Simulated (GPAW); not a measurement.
# A Re chain with one bond drawn out by 0.6 Å: converging a transmission

Aim: the cheapest settings that leave the conductance of a Re chain with one bond drawn out by 0.6 Å unchanged.

Main program and level: GPAW 26.7.0; GPAW LCAO, PAW setups; Landauer transmission from Green's functions with principal layers (ASE), zero bias.

This is a report of a sequence of runs, with most program output left out.

## (1) The structure

The cell holds 14 atoms: 14 Re. Its edges and angles: a = 9.000 Å, b = 9.000 Å, c = 32.100 Å, α = 90.0°, β = 90.0°, γ = 90.0°. Regions: left lead, 7 atoms (7 Re); right lead, 7 atoms (7 Re). Vacuum lies along a and b. The structure is stacked along c, and the current runs across the ab planes.

## (2) The reference run

All settings start at ordinary values; they are then varied in turn, with meshes following the cell where its length changes.

run.py

```python
import json
import numpy as np
from ase import Atoms
from ase.transport.calculators import TransportCalculator
from gpaw import GPAW, FermiDirac
from gpaw.lcao.tools import get_lcao_hamiltonian
from scipy.linalg import eigh

# The junction with lead layers at both ends, along the third cell vector
device = Atoms(
    ['Re', 'Re', 'Re', 'Re', 'Re', 'Re', 'Re', 'Re', 'Re', 'Re', 'Re', 'Re', 'Re', 'Re'],
    positions=[
        [4.50000, 4.50000, 1.12500],
        [4.50000, 4.50000, 3.37500],
        [4.50000, 4.50000, 5.62500],
        [4.50000, 4.50000, 7.87500],
        [4.50000, 4.50000, 10.12500],
        [4.50000, 4.50000, 12.37500],
        [4.50000, 4.50000, 14.62500],
        [4.50000, 4.50000, 17.47500],
        [4.50000, 4.50000, 19.72500],
        [4.50000, 4.50000, 21.97500],
        [4.50000, 4.50000, 24.22500],
        [4.50000, 4.50000, 26.47500],
        [4.50000, 4.50000, 28.72500],
        [4.50000, 4.50000, 30.97500]],
    cell=[[9.0, 0.0, 0.0], [0.0, 9.0, 0.0], [0.0, 0.0, 32.1]],
    pbc=True)

# One principal layer of the lead: the first 5 atoms of the device
lead = Atoms(
    ['Re', 'Re', 'Re', 'Re', 'Re'],
    positions=[
        [4.50000, 4.50000, 1.12500],
        [4.50000, 4.50000, 3.37500],
        [4.50000, 4.50000, 5.62500],
        [4.50000, 4.50000, 7.87500],
        [4.50000, 4.50000, 10.12500]],
    cell=[[9.0, 0.0, 0.0], [0.0, 9.0, 0.0], [0.0, 0.0, 11.25]],
    pbc=True)

settings = dict(mode='lcao', basis='szp(dzp)', xc='LDA', h=0.2,
                occupations=FermiDirac(0.1), maxiter=250,
                mixer=dict(beta=0.1, nmaxold=8, weight=100.0),
                convergence=dict(density=0.0001))
energies = np.arange(-2, 2 + 1e-9, 0.05)
eta = 0.0001
n1, n2 = 1, 1
# k and -k transmit alike, so half of the mesh across the current serves
mesh = [(i, j) for i in range(n1) for j in range(n2) if (i, j) <= (-i % n1, -j % n2)]
weights = np.array([1 if (i, j) == (-i % n1, -j % n2) else 2 for i, j in mesh]) / (n1 * n2)

# [... helper functions left out ...]
fermi_lead = ground_state(lead, (1, 1, 10), 'lead.txt')
fermi_device = ground_state(device, (1, 1, 3), 'device.txt')
# [... loop over the mesh left out, but for ...]
        # Shift the lead onto the potential of the device's first layer
        shift = ((H[:, 0, 0] - H0[:, 0, 0]) / S0[0, 0]).real.mean()
# [...]
kT = 8.617333e-5 * 300
bias = [0.1, 0.2, 0.5, 1.0, 1.5, 2.0]
# [... integrals and printing left out ...]
```

On the command line:

```console
$ OMP_NUM_THREADS=1 OPENBLAS_NUM_THREADS=1 python run.py
```

It took 88 s on 1 thread of Intel Xeon Platinum 8488C (Sapphire Rapids), shared host; peak memory 1.2 GiB.

This step gave:

* conductance: 3.220 G₀
* thermopower: -2.525 μV/K
* largest coupling past the next principal layer: 1.63e-6 eV
* largest misfit of the first principal layer: 0.1772 eV
* shift that aligns the lead: 0.008822 eV
* basis functions of the junction: 210
* basis functions of a principal layer: 75
* transmission at the Fermi level (one spin): 3.221

One spin. Table of transmission, zone mean by energy, zero at the Fermi level:

| energy (eV) | transmission, zone mean |
| --- | --- |
| -2.000 | 1.59 |
| -1.800 | 1.71 |
| -1.600 | 1.82 |
| -1.400 | 1.92 |
| -1.200 | 2.02 |
| -1.000 | 2.27 |
| -0.800 | 2.50 |
| -0.600 | 2.63 |
| -0.400 | 2.74 |
| -0.200 | 2.98 |
| 0.000 | 3.22 |
| 0.200 | 3.40 |
| 0.250 | 3.41 |
| 0.400 | 3.26 |
| 0.600 | 2.94 |
| 0.800 | 2.72 |
| 1.000 | 2.51 |
| 1.200 | 2.44 |
| 1.400 | 2.44 |
| 1.600 | 2.41 |
| 1.800 | 2.25 |
| 2.000 | 1.85 |

Not self-consistent under bias; the bias window is split evenly. Current through one cell, from the zero-bias transmission against bias:

| bias (V) | current through one cell, from the zero-bias transmission (μA) |
| --- | --- |
| 0.100 | 24.9 |
| 0.200 | 49.9 |
| 0.500 | 124 |
| 1.000 | 241 |
| 1.500 | 348 |
| 2.000 | 447 |

Couplings past the next layer reach 1.6e-6 eV, small enough to drop; the matrix elements of the cell's first layer differ from the bulk lead's by up to 0.18 eV. That layer keeps its own values in the calculation, and only beyond it is the lead taken as perfect. The Fermi levels of lead and junction count from different zeros of potential, one for each periodic cell; with both set to zero, the small remaining shift is what aligns them. Without spin-orbit coupling, which is large for these atoms, channel counts and T are those of the scalar-relativistic bands. By hand: G = 3.220 × 77.48 μS = 249 μS, a resistance of 4.01 kΩ; at 0.1 V a linear junction would pass 24.9 μA, and the integral over the bias window gives 24.9 μA. Mott's formula, S = -(π²/3)(k_B²T/e) d ln T/dE, has the prefactor 7.33 μV/K·eV at 300 K; T = 3.164 at -0.05 eV and 3.276 at 0.05 eV give a slope of 0.347 per eV and S = -2.55 μV/K, beside -2.53 μV/K from the thermal integral, which interpolates the same grid.

## (3) Varying the k-points along the junction cell: kz = 1

The junction cell repeats along the current in the SCF; more points there keep its states from feeling the period.

run.py: that of step 2 with these lines changed.

```diff
@@ -54,3 +54,3 @@
 fermi_lead = ground_state(lead, (1, 1, 10), 'lead.txt')
-fermi_device = ground_state(device, (1, 1, 3), 'device.txt')
+fermi_device = ground_state(device, (1, 1, 1), 'device.txt')
 # [... loop over the mesh left out, but for ...]
```

It took 79 s on 1 thread; peak memory 1.2 GiB.

Numbers from this step:

- conductance: 3.216 G₀
- thermopower: -2.364 μV/K
- largest misfit of the first principal layer: 0.1931 eV
- shift that aligns the lead: -0.03459 eV

One spin. Transmission, zone mean against energy, zero at the Fermi level:

| energy (eV) | transmission, zone mean |
| --- | --- |
| -2.00 | 1.61 |
| -1.85 | 1.72 |
| -1.70 | 1.81 |
| -1.60 | 1.86 |
| -1.45 | 1.92 |
| -1.30 | 1.99 |
| -1.15 | 2.05 |
| -1.05 | 2.23 |
| -0.90 | 2.41 |
| -0.75 | 2.54 |
| -0.60 | 2.61 |
| -0.50 | 2.68 |
| -0.35 | 2.80 |
| -0.20 | 2.96 |
| -0.05 | 3.16 |
| 0.00 | 3.22 |
| 0.05 | 3.27 |
| 0.20 | 3.34 |
| 0.35 | 3.27 |
| 0.50 | 3.05 |
| 0.60 | 2.90 |
| 0.75 | 2.76 |
| 0.90 | 2.60 |
| 1.05 | 2.46 |
| 1.15 | 2.46 |
| 1.30 | 2.45 |
| 1.45 | 2.42 |
| 1.60 | 2.36 |
| 1.70 | 2.31 |
| 1.85 | 2.31 |
| 2.00 | 0.995 |

Not self-consistent under bias; the bias window is split evenly. Table of current through one cell, from the zero-bias transmission by bias:

| bias (V) | current through one cell, from the zero-bias transmission (μA) |
| --- | --- |
| 0.100 | 24.9 |
| 0.200 | 49.7 |
| 0.500 | 123 |
| 1.000 | 239 |
| 1.500 | 346 |
| 2.000 | 444 |

The conductance equals that of the base run to 0.2 %.

## (4) Varying the k-points along the junction cell: kz = 2

run.py: that of step 3 with these lines changed.

```diff
@@ -54,3 +54,3 @@
 fermi_lead = ground_state(lead, (1, 1, 10), 'lead.txt')
-fermi_device = ground_state(device, (1, 1, 1), 'device.txt')
+fermi_device = ground_state(device, (1, 1, 2), 'device.txt')
 # [... loop over the mesh left out, but for ...]
```

The job ended after 98 s (1 thread; peak memory 1.2 GiB).

This step gave:

| Quantity | Value |
| --- | --- |
| conductance | 3.232 G₀ |
| thermopower | -2.604 μV/K |
| largest misfit of the first principal layer | 0.2120 eV |
| shift that aligns the lead | 0.004652 eV |
| transmission at the Fermi level (one spin) | 3.234 |

One spin. The transmission, zone mean by energy, zero at the Fermi level:

| energy (eV) | transmission, zone mean |
| --- | --- |
| -2.000 | 1.59 |
| -1.800 | 1.71 |
| -1.600 | 1.81 |
| -1.400 | 1.91 |
| -1.200 | 2.02 |
| -1.000 | 2.28 |
| -0.800 | 2.50 |
| -0.600 | 2.63 |
| -0.400 | 2.75 |
| -0.200 | 2.98 |
| 0.000 | 3.23 |
| 0.200 | 3.41 |
| 0.250 | 3.42 |
| 0.400 | 3.26 |
| 0.600 | 2.93 |
| 0.800 | 2.72 |
| 1.000 | 2.51 |
| 1.200 | 2.43 |
| 1.400 | 2.44 |
| 1.600 | 2.41 |
| 1.800 | 2.23 |
| 2.000 | 1.84 |

Not self-consistent under bias; the bias window is split evenly. The current through one cell, from the zero-bias transmission by bias:

| bias (V) | current through one cell, from the zero-bias transmission (μA) |
| --- | --- |
| 0.100 | 25.0 |
| 0.200 | 50.0 |
| 0.500 | 124 |
| 1.000 | 242 |
| 1.500 | 349 |
| 2.000 | 447 |

The conductance, 3.23 G₀, lies 0.4 % above that of the base run.

## (5) Varying the k-points along the junction cell: kz = 6

run.py: that of step 4 with these lines changed.

```diff
@@ -54,3 +54,3 @@
 fermi_lead = ground_state(lead, (1, 1, 10), 'lead.txt')
-fermi_device = ground_state(device, (1, 1, 2), 'device.txt')
+fermi_device = ground_state(device, (1, 1, 6), 'device.txt')
 # [... loop over the mesh left out, but for ...]
```

Run time: 2 min. Hardware: 1 thread; peak memory 1.2 GiB.

The conductance equals that of the base run to 0.2 %.

## (6) Convergence in the k-points along the junction cell

The runs and the base run on one axis.

This step: convergence of the conductance (GPAW 26.7.0).

Table of conductance by k-points along the junction cell:

| k-points along the junction cell | conductance (G₀) |
| --- | --- |
| 1.00 | 3.22 |
| 2.00 | 3.23 |
| 3.00 | 3.22 |
| 6.00 | 3.23 |

## (7) Varying the energy step: de = 0.2

The thermal integrals interpolate T(E), so the step must resolve what lies within a few kT of the Fermi level.

This step: GPAW LCAO, PAW setups; Landauer transmission from Green's functions with principal layers (ASE), zero bias (GPAW 26.7.0).

run.py: that of step 5 with these lines changed.

```diff
@@ -45,3 +45,3 @@
                 convergence=dict(density=0.0001))
-energies = np.arange(-2, 2 + 1e-9, 0.05)
+energies = np.arange(-2, 2 + 1e-9, 0.2)
 eta = 0.0001
@@ -54,3 +54,3 @@
 fermi_lead = ground_state(lead, (1, 1, 10), 'lead.txt')
-fermi_device = ground_state(device, (1, 1, 6), 'device.txt')
+fermi_device = ground_state(device, (1, 1, 3), 'device.txt')
 # [... loop over the mesh left out, but for ...]
```

The job ended after 84 s (1 thread; peak memory 1.2 GiB).

This step gave:

* conductance: 3.215 G₀
* thermopower: -2.421 μV/K
* largest misfit of the first principal layer: 0.1772 eV
* shift that aligns the lead: 0.008822 eV
* transmission at the Fermi level (one spin): 3.221

One spin. Transmission, zone mean against energy, zero at the Fermi level:

| energy (eV) | transmission, zone mean |
| --- | --- |
| -2.00 | 1.59 |
| -1.80 | 1.71 |
| -1.60 | 1.82 |
| -1.40 | 1.92 |
| -1.20 | 2.02 |
| -1.00 | 2.27 |
| -0.80 | 2.50 |
| -0.60 | 2.63 |
| -0.40 | 2.74 |
| -0.20 | 2.98 |
| 0.00 | 3.22 |
| 0.20 | 3.40 |
| 0.40 | 3.26 |
| 0.60 | 2.94 |
| 0.80 | 2.72 |
| 1.00 | 2.51 |
| 1.20 | 2.44 |
| 1.40 | 2.44 |
| 1.60 | 2.41 |
| 1.80 | 2.25 |
| 2.00 | 1.85 |

Not self-consistent under bias; the bias window is split evenly. The current through one cell, from the zero-bias transmission by bias:

| bias (V) | current through one cell, from the zero-bias transmission (μA) |
| --- | --- |
| 0.100 | 24.9 |
| 0.200 | 49.7 |
| 0.500 | 124 |
| 1.000 | 241 |
| 1.500 | 348 |
| 2.000 | 446 |

The conductance equals that of the base run to 0.2 %.

## (8) Energy step: de = 0.1

run.py: that of step 7 with these lines changed.

```diff
@@ -45,3 +45,3 @@
                 convergence=dict(density=0.0001))
-energies = np.arange(-2, 2 + 1e-9, 0.2)
+energies = np.arange(-2, 2 + 1e-9, 0.1)
 eta = 0.0001
```

Run time: 87 s. Hardware: 1 thread; peak memory 1.2 GiB.

Numbers from this step:

- conductance: 3.219 G₀
- thermopower: -2.515 μV/K

One spin. Transmission, zone mean against energy, zero at the Fermi level:

energy (eV), transmission, zone mean and a bar from the least value:
```
    -2.00       1.59 
    -1.90       1.65 #
    -1.80       1.71 ##
    -1.70       1.77 ###
    -1.60       1.82 ####
    -1.50       1.87 #####
    -1.40       1.92 #####
    -1.20       2.02 #######
    -1.10       2.07 ########
    -1.00       2.27 ###########
    -0.90       2.41 ##############
    -0.80       2.50 ###############
    -0.70       2.58 ################
    -0.60       2.63 #################
    -0.50       2.67 ##################
    -0.40       2.74 ###################
    -0.30       2.85 #####################
    -0.20       2.98 #######################
    -0.10       3.11 #########################
     0.00       3.22 ###########################
     0.10       3.33 #############################
     0.20       3.40 ##############################
     0.30       3.39 ##############################
     0.40       3.26 ############################
     0.50       3.09 #########################
     0.60       2.94 ######################
     0.70       2.82 ####################
     0.80       2.72 ###################
     0.90       2.62 #################
     1.00       2.51 ###############
     1.10       2.44 ##############
     1.20       2.44 ##############
     1.40       2.44 ##############
     1.50       2.43 ##############
     1.60       2.41 ##############
     1.70       2.36 #############
     1.80       2.25 ###########
     1.90       2.16 #########
     2.00       1.85 ####
```

Not self-consistent under bias; the bias window is split evenly. The current through one cell, from the zero-bias transmission by bias:

| bias (V) | current through one cell, from the zero-bias transmission (μA) |
| --- | --- |
| 0.100 | 24.9 |
| 0.200 | 49.8 |
| 0.500 | 124 |
| 1.000 | 241 |
| 1.500 | 348 |
| 2.000 | 446 |

The conductance equals that of the base run to 0.2 %.

## (9) Varying the energy step: de = 0.025

run.py: that of step 8 with these lines changed.

```diff
@@ -45,3 +45,3 @@
                 convergence=dict(density=0.0001))
-energies = np.arange(-2, 2 + 1e-9, 0.1)
+energies = np.arange(-2, 2 + 1e-9, 0.025)
 eta = 0.0001
```

The job ended after 95 s (1 thread; peak memory 1.2 GiB).

The conductance equals that of the base run to 0.2 %.

## (10) Varying the energy step: de = 0.0125

run.py: that of step 9 with these lines changed.

```diff
@@ -45,3 +45,3 @@
                 convergence=dict(density=0.0001))
-energies = np.arange(-2, 2 + 1e-9, 0.025)
+energies = np.arange(-2, 2 + 1e-9, 0.0125)
 eta = 0.0001
```

Elapsed: 1.7 min, on 1 thread; peak memory 1.2 GiB.

One spin. The transmission, zone mean by energy, zero at the Fermi level:

| energy (eV) | transmission, zone mean |
| --- | --- |
| -2.000 | 1.59 |
| -1.900 | 1.65 |
| -1.800 | 1.71 |
| -1.700 | 1.77 |
| -1.600 | 1.82 |
| -1.500 | 1.87 |
| -1.400 | 1.92 |
| -1.300 | 1.97 |
| -1.200 | 2.02 |
| -1.100 | 2.07 |
| -1.000 | 2.27 |
| -0.900 | 2.41 |
| -0.800 | 2.50 |
| -0.700 | 2.58 |
| -0.600 | 2.63 |
| -0.500 | 2.67 |
| -0.400 | 2.74 |
| -0.300 | 2.85 |
| -0.200 | 2.98 |
| -0.100 | 3.11 |
| 0.000 | 3.22 |
| 0.100 | 3.33 |
| 0.200 | 3.40 |
| 0.250 | 3.41 |
| 0.300 | 3.39 |
| 0.400 | 3.26 |
| 0.500 | 3.09 |
| 0.600 | 2.94 |
| 0.700 | 2.82 |
| 0.800 | 2.72 |
| 0.900 | 2.62 |
| 1.000 | 2.51 |
| 1.100 | 2.44 |
| 1.200 | 2.44 |
| 1.300 | 2.44 |
| 1.400 | 2.44 |
| 1.500 | 2.43 |
| 1.600 | 2.41 |
| 1.700 | 2.36 |
| 1.800 | 2.25 |
| 1.900 | 2.16 |
| 2.000 | 1.85 |

The conductance equals that of the base run to 0.2 %.

## (11) Convergence in the energy step

This step: convergence of the conductance (GPAW 26.7.0).

The conductance stays at 3.22 G₀ for energy step from 0.0125 to 0.2 eV.

## (12) Varying the grid spacing

The real-space grid carries density and potential; a coarse one breaks translation symmetry along the lead and scatters electrons that should pass.

This step: GPAW LCAO, PAW setups; Landauer transmission from Green's functions with principal layers (ASE), zero bias (GPAW 26.7.0).

run.py: that of step 10 with these lines changed.

```diff
@@ -41,3 +41,3 @@
 
-settings = dict(mode='lcao', basis='szp(dzp)', xc='LDA', h=0.2,
+settings = dict(mode='lcao', basis='szp(dzp)', xc='LDA', h=0.3,
                 occupations=FermiDirac(0.1), maxiter=250,
@@ -45,3 +45,3 @@
                 convergence=dict(density=0.0001))
-energies = np.arange(-2, 2 + 1e-9, 0.0125)
+energies = np.arange(-2, 2 + 1e-9, 0.05)
 eta = 0.0001
```

The job ended after 34 s (1 thread; peak memory 0.48 GiB).

This step gave:

```yaml
thermopower: -2.489 μV/K
largest_misfit_of_the_first_principal_layer: 0.1731 eV
shift_that_aligns_the_lead: 0.01012 eV
```

One spin. The transmission, zone mean by energy, zero at the Fermi level:

| energy (eV) | transmission, zone mean |
| --- | --- |
| -2.000 | 1.59 |
| -1.800 | 1.71 |
| -1.600 | 1.82 |
| -1.400 | 1.92 |
| -1.200 | 2.02 |
| -1.000 | 2.27 |
| -0.800 | 2.50 |
| -0.600 | 2.63 |
| -0.400 | 2.75 |
| -0.200 | 2.98 |
| 0.000 | 3.22 |
| 0.200 | 3.40 |
| 0.250 | 3.41 |
| 0.400 | 3.26 |
| 0.600 | 2.94 |
| 0.800 | 2.72 |
| 1.000 | 2.51 |
| 1.200 | 2.44 |
| 1.400 | 2.44 |
| 1.600 | 2.41 |
| 1.800 | 2.24 |
| 2.000 | 1.80 |

Not self-consistent under bias; the bias window is split evenly. Current through one cell, from the zero-bias transmission against bias:

| bias (V) | current through one cell, from the zero-bias transmission (μA) |
| --- | --- |
| 0.100 | 24.9 |
| 0.200 | 49.9 |
| 0.500 | 124 |
| 1.000 | 241 |
| 1.500 | 348 |
| 2.000 | 447 |

The conductance equals that of the base run to 0.2 %.

## (13) Grid spacing: h = 0.26

run.py: that of step 12 with these lines changed.

```diff
@@ -41,3 +41,3 @@
 
-settings = dict(mode='lcao', basis='szp(dzp)', xc='LDA', h=0.3,
+settings = dict(mode='lcao', basis='szp(dzp)', xc='LDA', h=0.26,
                 occupations=FermiDirac(0.1), maxiter=250,
```

It took 52 s on 1 thread; peak memory 0.71 GiB.

Numbers from this step:

- conductance: 3.221 G₀
- thermopower: -2.554 μV/K
- largest misfit of the first principal layer: 0.1781 eV
- shift that aligns the lead: 0.009007 eV
- transmission at the Fermi level (one spin): 3.223

One spin. The transmission, zone mean by energy, zero at the Fermi level:

(Unchanged from step 2.)

Not self-consistent under bias; the bias window is split evenly. Current through one cell, from the zero-bias transmission against bias:

| bias (V) | current through one cell, from the zero-bias transmission (μA) |
| --- | --- |
| 0.100 | 25.0 |
| 0.200 | 49.9 |
| 0.500 | 124 |
| 1.000 | 241 |
| 1.500 | 348 |
| 2.000 | 447 |

The conductance equals that of the base run to 0.2 %.

## (14) Grid spacing: h = 0.22

run.py: that of step 13 with these lines changed.

```diff
@@ -41,3 +41,3 @@
 
-settings = dict(mode='lcao', basis='szp(dzp)', xc='LDA', h=0.26,
+settings = dict(mode='lcao', basis='szp(dzp)', xc='LDA', h=0.22,
                 occupations=FermiDirac(0.1), maxiter=250,
```

Run time: 66 s. Hardware: 1 thread; peak memory 0.96 GiB.

The conductance equals that of the base run to 0.2 %.

## (15) Varying the grid spacing

run.py: that of step 14 with these lines changed.

```diff
@@ -41,3 +41,3 @@
 
-settings = dict(mode='lcao', basis='szp(dzp)', xc='LDA', h=0.22,
+settings = dict(mode='lcao', basis='szp(dzp)', xc='LDA', h=0.16,
                 occupations=FermiDirac(0.1), maxiter=250,
```

Run time: 2.9 min. Hardware: 1 thread; peak memory 2.3 GiB.

The conductance equals that of the base run to 0.2 %.

(Part 1 of 2 ends here.)

[Logs are printed without paths, hosts, clocks, repeated set-up lines and the standing remarks that a program may print on its own settings, such as how far it seeks lower states.]

[Hosts, paths, dates, database ids (printed as entryN), source tags and the programs' standing remarks are cut or masked in the printed files.]
